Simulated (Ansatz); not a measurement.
# Zn2Bi: relaxing a made-up structure

This structure for Zn2Bi is made up. Its elements were placed in a known structure type with a cell scaled to their sizes. What cell does the guess relax to, and how far off was it?

Main program and level: Ansatz 0.2.0; DFT, PBEsol, plane-wave PAW, files of the set soft_1, scalar-relativistic, no spin, cell and ions relaxed at zero pressure; PAW set soft_1, in the first sound run; inputs show where later runs differ.

**1. The starting structure**

It takes space group Fd-3m (No. 227, cubic). Conventional cell: a = 7.624 Å, b = 7.624 Å, c = 7.624 Å, α = 90.00°, β = 90.00°, γ = 90.00°. Nearest to Bi lie 12 Zn at 3.16 Å and 4 Bi at 3.30 Å. Zn has 6 Zn at 2.70 Å and 6 Bi at 3.16 Å nearest. Farther neighbours are not listed.

**2. Relaxing cell and atoms**

The guessed cell has no reason to be at equilibrium. It is relaxed with the atoms, within the space group of the guess.

The input, input.yaml:

```yaml
crystal:
  lattice:
    - [0.0, 3.812, 3.812]
    - [3.812, 0.0, 3.812]
    - [3.812, 3.812, 0.0]
  atoms:
    - { symbol: Bi, position: [0.25, 0.25, 0.25] }
    - { symbol: Bi, position: [0.0, 0.0, 0.0] }
    - { symbol: Zn, position: [0.625, 0.625, 0.125] }
    - { symbol: Zn, position: [0.625, 0.125, 0.625] }
    - { symbol: Zn, position: [0.125, 0.625, 0.625] }
    - { symbol: Zn, position: [0.625, 0.625, 0.625] }
kpoints:
  mp_grid: { grid: [6, 6, 6] }
scf:
  occupations: { method: fermi_dirac, width: 0.05 }
hamiltonian:
  xc: pbesol
  pseudopotentials: { kind: paw, azcp: { folder: soft_1 }, xc_functional: pbe }
relax:
  f_tol: 0.015
  max_steps: 70
  cell: {}
output:
  forces: true
  stress: true
```

Run with:

```console
ansatz run input.yaml --threads 4 --pin off --max-ram 10240MiB --backend cpu --events-out ev --progress --plain --runs-dir out
```

Numbers of over 12 decimals in the logs are rounded to 6 here.

Output:

```text
Engine: ansatz 0.2.0, aarch64-unknown-linux-gnu
Pseudopotentials: kind: paw
Pseudopotential: Bi, paw, valence charge 15, recommended cutoff 420 eV (normal), soft_1/Bi.paw.azcp
Pseudopotential: Zn, paw, valence charge 12, recommended cutoff 420 eV (normal), soft_1/Zn.paw.azcp
Functional definition: PBEsol
  exchange = pbesol_x
  correlation = pbesol_c
Crystal: 6 atoms, lattice volume = 110.787 Å³
Basis set: ecut = 420 eV, 2109 PW (Γ), exchange–correlation on 80×80×80 points (8 copies of the dense FFT grid, shifted against one another)
Bands: 47, of which v1, the nominal top of the filled ones, is band 39 counted from 1 (38 counted from 0)
Symmetry: 48 space group operations
Space group: Fd-3m (ITA 227), of the structure as read, at distance tolerance 4.8e-5 Å
k-points: 16 of 216
Non-local potential: Bi, projectors of the file, l = 0: 2, l = 1: 2, l = 2: 2, l = 3: 1
Non-local potential: Zn, projectors of the file, l = 0: 2, l = 1: 2, l = 2: 3, l = 3: 1
PAW form: soft (Blöchl's): semilocal exchange-correlation on the pseudo side does not see the compensation charge
PAW frozen core: Bi, regenerated for the run's functional, and the local potential with it (the file was generated under x = pbe(κ = 0.804, μ = 0.219515), c = pbe(β = 0.066725))
PAW frozen core: Zn, regenerated for the run's functional, and the local potential with it (the file was generated under x = pbe(κ = 0.804, μ = 0.219515), c = pbe(β = 0.066725))
PAW one-centre angular grid: Bi, 590 points (default); XC on 64 Gauss nodes
PAW one-centre angular grid: Zn, 590 points (default); XC on 64 Gauss nodes
Initial density: superposition of atomic densities (chi_scale 0.1, normalization cell, long waves kept (reshape's long-wave potential 0.00 eV rms))
Initial wavefunctions: pseudopotential atomic-orbital guess
Functional: x = pbesol(κ = 0.804, μ = 0.123457), c = pbesol(β = 0.046)
SCF iter   1: F=—  HF=-37611.925150 eV  |F-HF|=—  |Δ(HF+E_count)|=         —  Δρ=2.56e-2  dr2=1.61e0  ethr=3.10e-3  ⟨swp⟩=9.2  Hψ=3690  notcnv=0  defer=2
preconditioner: auto → Kerker (q_TF=auto, 2.573 Å⁻¹)  [metal: Δε(μ)=0.017 eV  Ē_g=13.839 eV  σ=0.050 eV  W_gap=0.09  n_scr=26 (ndim 8)  ℏωp=31.2 eV  f_vac=0.000  D(μ)=4.69/eV (n_scr^D=50)]
SCF iter   2: F=—  HF=-37611.605301 eV  |F-HF|=—  |Δ(HF+E_count)|=   3.20e-1  Δρ=1.69e-2  dr2=7.18e-1  ethr=2.06e-3  ⟨swp⟩=2.0  Hψ=969  notcnv=0  defer=22
SCF iter   3: F=—  HF=-37611.444347 eV  |F-HF|=—  |Δ(HF+E_count)|=   1.61e-1  Δρ=1.51e-2  dr2=1.32e-1  ethr=9.21e-4  ⟨swp⟩=3.0  Hψ=1343  notcnv=0  defer=22
SCF iter   4: F=—  HF=-37611.373344 eV  |F-HF|=—  |Δ(HF+E_count)|=   7.10e-2  Δρ=1.45e-3  dr2=1.85e-3  ethr=1.69e-4  ⟨swp⟩=2.0  Hψ=1418  notcnv=0  defer=22
SCF iter   5: F=—  HF=-37611.373956 eV  |F-HF|=—  |Δ(HF+E_count)|=   6.12e-4  Δρ=4.85e-4  dr2=1.87e-4  ethr=2.37e-6  ⟨swp⟩=2.0  Hψ=1358  notcnv=0  defer=22
SCF iter   6: F=—  HF=-37611.373994 eV  |F-HF|=—  |Δ(HF+E_count)|=   3.78e-5  Δρ=1.03e-4  dr2=1.08e-5  ethr=2.40e-7  ⟨swp⟩=2.0  Hψ=1352  notcnv=0  defer=22
SCF iter   7: F=—  HF=-37611.373970 eV  |F-HF|=—  |Δ(HF+E_count)|=   2.34e-5  Δρ=1.95e-5  dr2=3.85e-7  ethr=1.38e-8  ⟨swp⟩=3.0  Hψ=1383  notcnv=0  defer=22
SCF iter   8: F=—  HF=-37611.373970 eV  |F-HF|=—  |Δ(HF+E_count)|=   8.61e-8  Δρ=1.61e-5  dr2=1.73e-7  ethr=1.28e-10  ⟨swp⟩=4.6  Hψ=2603  notcnv=0
SCF iter   9: F=-37611.373970 eV  HF=-37611.373970 eV  |F-HF|=1.45e-9  |Δ(HF+E_count)|=   5.58e-8  Δρ=2.33e-6  dr2=2.42e-9  ethr=1.28e-10  ⟨swp⟩=4.0  Hψ=2521  notcnv=0
SCF 1 converged in 9 iterations: F = -37611.373970 eV  dr2 = 2.42e-9
  greatest PAW one-centre occupation: 0.988 electrons in one spin orbital (limit 2), on the Bi atom at site 1 (counted from 0), in its partial waves of l = 2
relax step   1: F+E_penalty+E_count = -37611.37397016 eV  Δ(F+E_penalty+E_count) = +0.000e0 eV  max|allowed force component| = 8.095e-18 eV/Å  Δτ_max = 0.0000 Å  P = +5.491 GPa  Ω = 110.787 Å³  (9 SCF iters, dr2 threshold 1.00e-7 eV, accepted)
Crystal: 6 atoms, lattice volume = 120.507 Å³
Basis set: ecut = 420 eV, 2397 PW (Γ), exchange–correlation on 80×80×80 points (8 copies of the dense FFT grid, shifted against one another)
Initial density: handed on by an earlier stage of this run
Initial wavefunctions: those handed on with the density
iter 1 solved again at ethr=2.34e-5 eV; its pass at ethr=3.10e-3 eV (dr2=1.83e-2 eV) is discarded
SCF iter   1: F=—  HF=-37611.489506 eV  |F-HF|=—  |Δ(HF+E_count)|=         —  Δρ=4.33e-3  dr2=1.82e-2  ethr=2.34e-5  ⟨swp⟩=1.9  Hψ=4534  notcnv=0
preconditioner: auto → Kerker (q_TF=auto, 2.537 Å⁻¹)  [metal: Δε(μ)=0.025 eV  Ē_g=13.800 eV  σ=0.050 eV  W_gap=0.12  n_scr=26 (ndim 8)  ℏωp=29.9 eV  f_vac=0.000  D(μ)=5.23/eV (n_scr^D=58)]
SCF iter   2: F=—  HF=-37611.485363 eV  |F-HF|=—  |Δ(HF+E_count)|=   4.14e-3  Δρ=1.47e-3  dr2=4.67e-3  ethr=2.34e-5  ⟨swp⟩=2.0  Hψ=1214  notcnv=0
SCF iter   3: F=—  HF=-37611.484519 eV  |F-HF|=—  |Δ(HF+E_count)|=   8.44e-4  Δρ=9.57e-4  dr2=2.34e-3  ethr=5.99e-6  ⟨swp⟩=2.0  Hψ=1069  notcnv=0
SCF iter   4: F=—  HF=-37611.484078 eV  |F-HF|=—  |Δ(HF+E_count)|=   4.41e-4  Δρ=3.95e-4  dr2=4.13e-4  ethr=2.99e-6  ⟨swp⟩=2.5  Hψ=1182  notcnv=0
SCF iter   5: F=—  HF=-37611.483994 eV  |F-HF|=—  |Δ(HF+E_count)|=   8.39e-5  Δρ=8.02e-5  dr2=1.73e-5  ethr=5.29e-7  ⟨swp⟩=2.2  Hψ=935  notcnv=0
SCF iter   6: F=—  HF=-37611.483989 eV  |F-HF|=—  |Δ(HF+E_count)|=   4.87e-6  Δρ=1.58e-5  dr2=4.06e-7  ethr=7.69e-10  ⟨swp⟩=3.8  Hψ=3256  notcnv=0
SCF iter   7: F=-37611.483989 eV  HF=-37611.483989 eV  |F-HF|=1.99e-8  |Δ(HF+E_count)|=   1.70e-7  Δρ=3.81e-6  dr2=2.49e-8  ethr=5.21e-10  ⟨swp⟩=4.0  Hψ=2550  notcnv=0
SCF 2 converged in 7 iterations: F = -37611.483989 eV  dr2 = 2.49e-8
relax step   2: F+E_penalty+E_count = -37611.48398917 eV  Δ(F+E_penalty+E_count) = -1.100e-1 eV  max|allowed force component| = 9.213e-17 eV/Å  Δτ_max = 0.0000 Å  P = -1.189 GPa  Ω = 120.507 Å³  energy of the carried Pulay correction = -3.973e-3 eV  (7 SCF iters, dr2 threshold 6.00e-7 eV, accepted)
Crystal: 6 atoms, lattice volume = 118.653 Å³
Basis set: ecut = 420 eV, 2277 PW (Γ), exchange–correlation on 80×80×80 points (8 copies of the dense FFT grid, shifted against one another)
iter 1 solved again at ethr=7.45e-7 eV; its pass at ethr=3.10e-3 eV (dr2=5.81e-4 eV) is discarded
SCF iter   1: F=—  HF=-37611.492740 eV  |F-HF|=—  |Δ(HF+E_count)|=         —  Δρ=7.51e-4  dr2=5.49e-4  ethr=7.45e-7  ⟨swp⟩=2.0  Hψ=4002  notcnv=0
preconditioner: auto → Kerker (q_TF=auto, 2.544 Å⁻¹)  [metal: Δε(μ)=0.022 eV  Ē_g=13.804 eV  σ=0.050 eV  W_gap=0.11  n_scr=26 (ndim 8)  ℏωp=30.1 eV  f_vac=0.000  D(μ)=5.27/eV (n_scr^D=58)]
SCF iter   2: F=—  HF=-37611.492619 eV  |F-HF|=—  |Δ(HF+E_count)|=   1.21e-4  Δρ=2.55e-4  dr2=1.50e-4  ethr=7.04e-7  ⟨swp⟩=2.0  Hψ=1085  notcnv=0
SCF iter   3: F=—  HF=-37611.492591 eV  |F-HF|=—  |Δ(HF+E_count)|=   2.73e-5  Δρ=1.69e-4  dr2=7.35e-5  ethr=1.92e-7  ⟨swp⟩=2.0  Hψ=1056  notcnv=0
SCF iter   4: F=—  HF=-37611.492575 eV  |F-HF|=—  |Δ(HF+E_count)|=   1.62e-5  Δρ=5.71e-5  dr2=6.54e-6  ethr=9.42e-8  ⟨swp⟩=2.0  Hψ=1192  notcnv=0
SCF iter   5: F=-37611.492574 eV  HF=-37611.492574 eV  |F-HF|=5.27e-8  |Δ(HF+E_count)|=   1.52e-6  Δρ=8.17e-6  dr2=1.37e-7  ethr=7.69e-10  ⟨swp⟩=3.1  Hψ=2878  notcnv=0
SCF 3 converged in 5 iterations: F = -37611.492574 eV  dr2 = 1.37e-7
relax step   3: F+E_penalty+E_count = -37611.49257364 eV  Δ(F+E_penalty+E_count) = -8.584e-3 eV  max|allowed force component| = 8.905e-17 eV/Å  Δτ_max = 0.0000 Å  P = -0.154 GPa  Ω = 118.653 Å³  energy of the carried Pulay correction = -3.253e-3 eV  (5 SCF iters, dr2 threshold 6.00e-7 eV, accepted)
Crystal: 6 atoms, lattice volume = 118.382 Å³
iter 1 solved again at ethr=4.65e-8 eV; its pass at ethr=3.10e-3 eV (dr2=3.63e-5 eV) is discarded
SCF iter   1: F=—  HF=-37611.492809 eV  |F-HF|=—  |Δ(HF+E_count)|=         —  Δρ=1.17e-4  dr2=1.39e-5  ethr=4.65e-8  ⟨swp⟩=3.0  Hψ=3521  notcnv=0
preconditioner: auto → Kerker (q_TF=auto, 2.545 Å⁻¹)  [metal: Δε(μ)=0.021 eV  Ē_g=13.821 eV  σ=0.050 eV  W_gap=0.11  n_scr=26 (ndim 8)  ℏωp=30.1 eV  f_vac=0.000  D(μ)=5.25/eV (n_scr^D=58)]
SCF iter   2: F=—  HF=-37611.492808 eV  |F-HF|=—  |Δ(HF+E_count)|=   2.57e-7  Δρ=3.96e-5  dr2=4.06e-6  ethr=1.78e-8  ⟨swp⟩=2.0  Hψ=1092  notcnv=0
SCF iter   3: F=—  HF=-37611.492808 eV  |F-HF|=—  |Δ(HF+E_count)|=   7.51e-7  Δρ=2.83e-5  dr2=1.92e-6  ethr=5.21e-9  ⟨swp⟩=2.1  Hψ=1053  notcnv=0
SCF iter   4: F=—  HF=-37611.492807 eV  |F-HF|=—  |Δ(HF+E_count)|=   4.83e-7  Δρ=1.00e-5  dr2=9.26e-8  ethr=2.47e-9  ⟨swp⟩=2.0  Hψ=1192  notcnv=0
SCF iter   5: F=-37611.492807 eV  HF=-37611.492807 eV  |F-HF|=3.13e-10  |Δ(HF+E_count)|=   1.66e-8  Δρ=1.32e-6  dr2=1.52e-9  ethr=7.65e-11  ⟨swp⟩=4.0  Hψ=2547  notcnv=0
SCF 4 converged in 5 iterations: F = -37611.492807 eV  dr2 = 1.52e-9
relax step   4: F+E_penalty+E_count = -37611.49280720 eV  Δ(F+E_penalty+E_count) = -2.336e-4 eV  max|allowed force component| = 7.941e-17 eV/Å  Δτ_max = 0.0000 Å  P = +0.006 GPa  Ω = 118.382 Å³  energy of the carried Pulay correction = -3.146e-3 eV  (5 SCF iters, dr2 threshold 5.96e-8 eV, accepted)
Initial wavefunctions: pseudopotential atomic-orbital guess (no wavefunctions were taken with the density)
iter 1 solved again at ethr=3.98e-7 eV; its pass at ethr=3.10e-3 eV (dr2=3.11e-4 eV) is discarded
SCF iter   1: F=—  HF=-37611.495291 eV  |F-HF|=—  |Δ(HF+E_count)|=         —  Δρ=7.97e-4  dr2=2.55e-5  ethr=3.98e-7  ⟨swp⟩=2.9  Hψ=5533  notcnv=0
preconditioner: auto → Kerker (q_TF=auto, 2.545 Å⁻¹)  [metal: Δε(μ)=0.022 eV  Ē_g=13.822 eV  σ=0.050 eV  W_gap=0.11  n_scr=26 (ndim 8)  ℏωp=30.1 eV  f_vac=0.000  D(μ)=5.24/eV (n_scr^D=58)]
SCF iter   2: F=—  HF=-37611.495688 eV  |F-HF|=—  |Δ(HF+E_count)|=   3.98e-4  Δρ=4.79e-4  dr2=4.49e-5  ethr=3.27e-8  ⟨swp⟩=2.0  Hψ=1187  notcnv=0
SCF iter   3: F=—  HF=-37611.495830 eV  |F-HF|=—  |Δ(HF+E_count)|=   1.41e-4  Δρ=1.38e-4  dr2=1.41e-6  ethr=3.27e-8  ⟨swp⟩=2.0  Hψ=1130  notcnv=0
SCF iter   4: F=—  HF=-37611.495834 eV  |F-HF|=—  |Δ(HF+E_count)|=   4.32e-6  Δρ=2.04e-5  dr2=6.64e-8  ethr=1.80e-9  ⟨swp⟩=2.0  Hψ=1192  notcnv=0
SCF iter   5: F=—  HF=-37611.495834 eV  |F-HF|=—  |Δ(HF+E_count)|=   5.56e-7  Δρ=5.67e-6  dr2=1.54e-8  ethr=8.51e-11  ⟨swp⟩=2.0  Hψ=1221  notcnv=0
SCF iter   6: F=—  HF=-37611.495834 eV  |F-HF|=—  |Δ(HF+E_count)|=   8.80e-9  Δρ=6.35e-7  dr2=3.10e-10  ethr=1.97e-11  ⟨swp⟩=2.1  Hψ=1231  notcnv=0
SCF iter   7: F=-37611.495834 eV  HF=-37611.495834 eV  |F-HF|=1.46e-11  |Δ(HF+E_count)|=  1.16e-10  Δρ=1.21e-7  dr2=2.60e-11  ethr=1.00e-12  ⟨swp⟩=4.4  Hψ=2591  notcnv=0
SCF 5 converged in 7 iterations: F = -37611.495834 eV  dr2 = 2.60e-11
relax step   5: F+E_penalty+E_count = -37611.49583439 eV  Δ(F+E_penalty+E_count) = -3.027e-3 eV  max|allowed force component| = 7.826e-17 eV/Å  Δτ_max = 0.0000 Å  P = -0.007 GPa  Ω = 118.382 Å³  stress off target by 7.07e-3 GPa  SCF on the basis re-selected at this cell (its energy is not comparable with the rows above)  (7 SCF iters)
basis re-selected at this cell: Δ(F+E_penalty+E_count) = -3.027e-3 eV, ΔP = -0.013 GPa vs the last step (what re-selecting the basis moved, of the pressure what is left beyond the Pulay correction that the steps carried, after the strain that the cell walked since its last selection, with what the two solves' SCF thresholds leave and, on support functions, any second-order correction that the steps lacked; it is no m [...]
SCF converged after 7 iterations
Free energy (F): -37611.495834 eV
Harris-Foulkes:  -37611.495834 eV  (|F-HF|=1.46e-11)
Internal energy: -37611.455496 eV  (E = F + TS)
E sigma→0 (E₀):  -37611.475665 eV
Entropy (-TS):   -0.040339 eV (-6.723 meV/atom)
Fermi energy:    12.093936 eV
--- Per-component energies (eV) ---
  E_band       = 81.656886
  E_kinetic    = 1097.692891
  E_local      = -9448.828558  (includes V_loc(G=0)·N_el)
  E_nonlocal   = 4096.532583
  E_hartree    = 3530.809061
  E_xc         = -613.754601
  E_vxc        = -469.568934  (∫ρ·V_xc dr)
  E_paw        = -28450.513098  (= ΣΔE_a)
  E_vpaw       = -2255.788681  (= ΣTr[D̂ρ^β])
  E_aug_tail   = -0.000638  (compensation charges beyond the density's cutoff)
  E_ewald      = -7826.762148
  E_core_change = 3.369012  (= ΣΔE_core)
  E_smearing   = -0.040339  (= −TS)
  E_closure    = 0.000000  (closes the sum)
  Σ components = -37611.495834   (vs F -37611.495834, Δ=0.00e0)
--- Forces (eV/Å), atoms counted from 1 ---
  atom   1  Bi     0.00000000     0.00000000     0.00000000
  atom   2  Bi     0.00000000    -0.00000000    -0.00000000
  atom   3  Zn     0.00000000     0.00000000     0.00000000
  atom   4  Zn    -0.00000000    -0.00000000    -0.00000000
  atom   5  Zn     0.00000000     0.00000000     0.00000000
  atom   6  Zn     0.00000000    -0.00000000    -0.00000000
  max |Σ_I F_I| component: 9.25e-18 eV/Å
--- Stress (GPa, compression-positive) ---
       -0.007068      -0.000000      -0.000000
       -0.000000      -0.007068       0.000000
       -0.000000       0.000000      -0.007068
  P = ⅓ Tr σ = -0.0071 GPa (-0.071 kbar)
--- Relaxed structure (4 steps of the walk, 4 accepted, 1 SCFs on fresh bases) ---
  F+E_penalty+E_count = -37611.49583439 eV   max|allowed force component| = 7.826e-17 eV/Å   (the final SCF, on the basis selected at the relaxed cell)
  cell:  # Å, volume = 118.3818 Å³
    - [0, 3.897190, 3.897190]
    - [3.897190, 0, 3.897190]
    - [3.897190, 3.897190, 0]
  atoms:
    - { symbol: Bi, position: [0.25, 0.25, 0.25] }
    - { symbol: Bi, position: [0, 0, 0] }
    - { symbol: Zn, position: [0.625, 0.625, 0.125000] }
    - { symbol: Zn, position: [0.625, 0.125000, 0.625] }
    - { symbol: Zn, position: [0.125000, 0.625, 0.625] }
    - { symbol: Zn, position: [0.625, 0.625, 0.625] }
```

The job ended after 7.6 s (4 threads of Arm Neoverse V1, shared host; peak memory 0.51 GiB).

Step by step:

| step | energy less that of the first step (eV) | largest force component (eV/Å) | pressure (GPa) | volume (Å³) |
| --- | --- | --- | --- | --- |
| 1 | 0.0000 | 0.0000 | 5.49 | 110.79 |
| 2 | -0.1100 | 0.0000 | -1.19 | 120.51 |
| 3 | -0.1186 | 0.0000 | -0.15 | 118.65 |
| 4 | -0.1188 | 0.0000 | 0.01 | 118.38 |
| 5* | -0.1219 | 0.0000 | -0.01 | 118.38 |

Relaxation steps marked * repeat the geometry before them on a plane-wave basis chosen anew for their cell, so energy and pressure can jump there.

Forces are held to the 48 operations that the run works with; a distortion that breaks them can't arise in this run.

| conventional cell, symmetrised | before | after | change |
| --- | --- | --- | --- |
| a (Å) | 7.624 | 7.794 | +2.2 % |
| b (Å) | 7.624 | 7.794 | +2.2 % |
| c (Å) | 7.624 | 7.794 | +2.2 % |
| volume (Å³/atom) | 18.46 | 19.73 | +6.9 % |

Final coordinates:

```cif
data_structure
_symmetry_space_group_name_H-M 'P 1'
_symmetry_Int_Tables_number 1
_cell_length_a 5.5115
_cell_length_b 5.5115
_cell_length_c 5.5115
_cell_angle_alpha 60.000
_cell_angle_beta 60.000
_cell_angle_gamma 60.000
_cell_volume 118.38
loop_
_atom_site_label
_atom_site_type_symbol
_atom_site_fract_x
_atom_site_fract_y
_atom_site_fract_z
_atom_site_occupancy
Bi1 Bi 0.25000 0.25000 0.25000 1
Bi2 Bi 0.00000 0.00000 0.00000 1
Zn3 Zn 0.62500 0.62500 0.12500 1
Zn4 Zn 0.62500 0.12500 0.62500 1
Zn5 Zn 0.12500 0.62500 0.62500 1
Zn6 Zn 0.62500 0.62500 0.62500 1
```

Numbers from this step:

* free energy: -37611.4958 eV
* energy at zero smearing: -37611.4757 eV
* smearing term TS: 0.04034 eV
* Fermi energy: 12.09 eV
* electrons: 78
* symmetry operations: 48
* pressure: -0.007068 GPa

The shortest distance of each pair, which need not be the same contact before and after:

| pair | guess (Å) | relaxed (Å) |
| --- | --- | --- |
| Zn–Zn | 2.695 | 2.756 |
| Bi–Zn | 3.161 | 3.231 |
| Bi–Bi | 3.301 | 3.375 |

The relaxation ends with a pressure of -0.01 GPa.

(Part 1 of 2 ends here.)

[Logs are printed without paths, hosts, clocks, repeated set-up lines and the standing remarks that a program may print on its own settings, such as how far it seeks lower states.]

[Hosts, paths, dates, database ids (printed as entryN), source tags and the programs' standing remarks are cut or masked in the printed files.]
